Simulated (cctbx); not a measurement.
## Absolute structure of Re4Mo3C3

Space group P6_3mc (no. 186), a = 7.7910 Å, b = 7.7910 Å, c = 5.1120 Å, α = 90.00°, β = 90.00°, γ = 120.00°.

```csv
atom,mult.,x,y,z,Ueq (Å²)
Re1,6,0.4548,0.9097,0.5635,0.0088
Re2,2,2/3,1/3,0.5899,0.0049
Mo1,6,0.8730,0.7460,0.7618,0.0090
C1,6,0.1909,0.3818,0.8370,0.0079
```

The model was made for the exercise: a known structure type with other elements put in, its volume estimated, not relaxed; displacement parameters are assumed.

Data sets are simulated with cctbx and refined with Bijvoet mates kept apart; Flack x is then fitted as the share of an inverted twin with the atoms fixed, Hooft y from the Bijvoet differences. The group is acentric but holds improper operations, so there is an absolute structure (orientation) and no hand.

Untwinned crystal. What Flack and Hooft values should come out?

```csv
λ (Å),extinction (unmodelled),d min (Å),top counts,error (%),model,R1,Flack x,s.u.,Hooft y,s.u.,pairs
0.71073,0,0.77,70000,6,as given,0.0095,-0.004,0.008,-0.003,0.009,111
0.71073,0,0.77,70000,6,inverted,0.0574,0.975,0.017,1.050,0.010,111
1.54184,0,0.83,70000,4,as given,0.0067,-0.04,0.04,-0.053,0.035,91
```

With Mo Kα, x is within 3 s.u. of 0, so the absolute structure is right. With Cu Kα, x is within 3 s.u. of 0, so the absolute structure is right. Inverting the model turns x into about 1 − x.

A further crystal gives:

| λ (Å) | extinction (unmodelled) | d min (Å) | top counts | error (%) | model | R1 | Flack x | s.u. | Hooft y | s.u. | pairs |
| --- | --- | --- | --- | --- | --- | --- | --- | --- | --- | --- | --- |
| 1.54184 | 0.1 | 0.83 | 5000 | 1.5 | as given | 0.0111 | 0.32 | 0.07 | 0.358 | 0.048 | 90 |

**Question.** What is it?

It was simulated as an inversion twin with a fraction 0.3 of the inverted domain. Flack x is over 3 s.u. from both 0 and 1 and reads that fraction.

[Logs are printed without paths, hosts, clocks, repeated set-up lines and the standing remarks that a program may print on its own settings, such as how far it seeks lower states.]
